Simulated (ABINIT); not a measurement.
An input for ABINIT 10.8.3 (CaHClO (P6_3mc)):

```
acell 3*1.0 Angstrom
rprim 
  3.869837503795 0.000000000001 0.000000000000
  -1.934918751899 3.351377586804 0.000000000000
  0.000000000000 0.000000000000 9.809829070000
ntypat 4
znucl 20 1 17 8
natom 8
typat 1 1 2 2 3 3 4 4
xred 
  0.333333333333 0.666666666667 0.000072350000
  0.666666666667 0.333333333333 0.500072350000
  0.000000000000 0.000000000000 0.166937970000
  0.000000000000 0.000000000000 0.666937970000
  0.333333333333 0.666666666667 0.316666000000
  0.666666666667 0.333333333333 0.816666000000
  0.000000000000 0.000000000000 0.068122680000
  0.000000000000 0.000000000000 0.568122680000
pp_dirpath "pseudos"
pseudos "Ca.upf, H.upf, Cl.upf, O.upf"
ecut 36
ngkpt 3 3 1
nshiftk 1
shiftk 0 0 0
kptopt 1
chksymbreak 0
istwfk *1
occopt 1
irdwfk 1
optdriver 4
nband 178
gwcalctyp 10
ecutsigx 36
symsigma 1
nkptgw 3
kptgw 
  0.0000000000 0.0000000000 0.0000000000
  0.3333333333 0.0000000000 0.0000000000
  0.3333333333 0.3333333333 0.0000000000
bdgw 
  13 29
  13 29
  13 29
ecuteps 4.8
irdscr 1
ppmodel 1
irdqps 1
indata_prefix "in"
outdata_prefix "out"
tmpdata_prefix "tmp"
```

```sh
OMP_NUM_THREADS=1 mpirun -n 8 abinit run.abi > log
```

Q: How long will it take on 8 MPI ranks of Arm Neoverse V2, shared host, and how much memory?

It took 50 s; on shared hardware allow 25 s to 100 s. Peak host memory was 2.5 GiB.

[Paths, hosts, dates, memory and timing lines, banners, echoed tables and standing remarks are left out of the program output.]

[Logs are printed without paths, hosts, clocks, repeated set-up lines and the standing remarks that a program may print on its own settings, such as how far it seeks lower states.]

[Runs of the session that timed out or met a known fault of the program may be left out.]

[Hosts, paths, dates, database ids (printed as entryN), source tags and the programs' standing remarks are cut or masked in the printed files.]

[G0W0 gaps are taken among the corrected bands and points alone; a level outside them can change the order at an edge.]

[Where Ansatz stands beside ABINIT at settings called matched, ABINIT's density can come from a denser mesh and the files from another edition; pairs whose starting gaps differed by over 0.03 eV were left out, so agreement reads better than it is.]
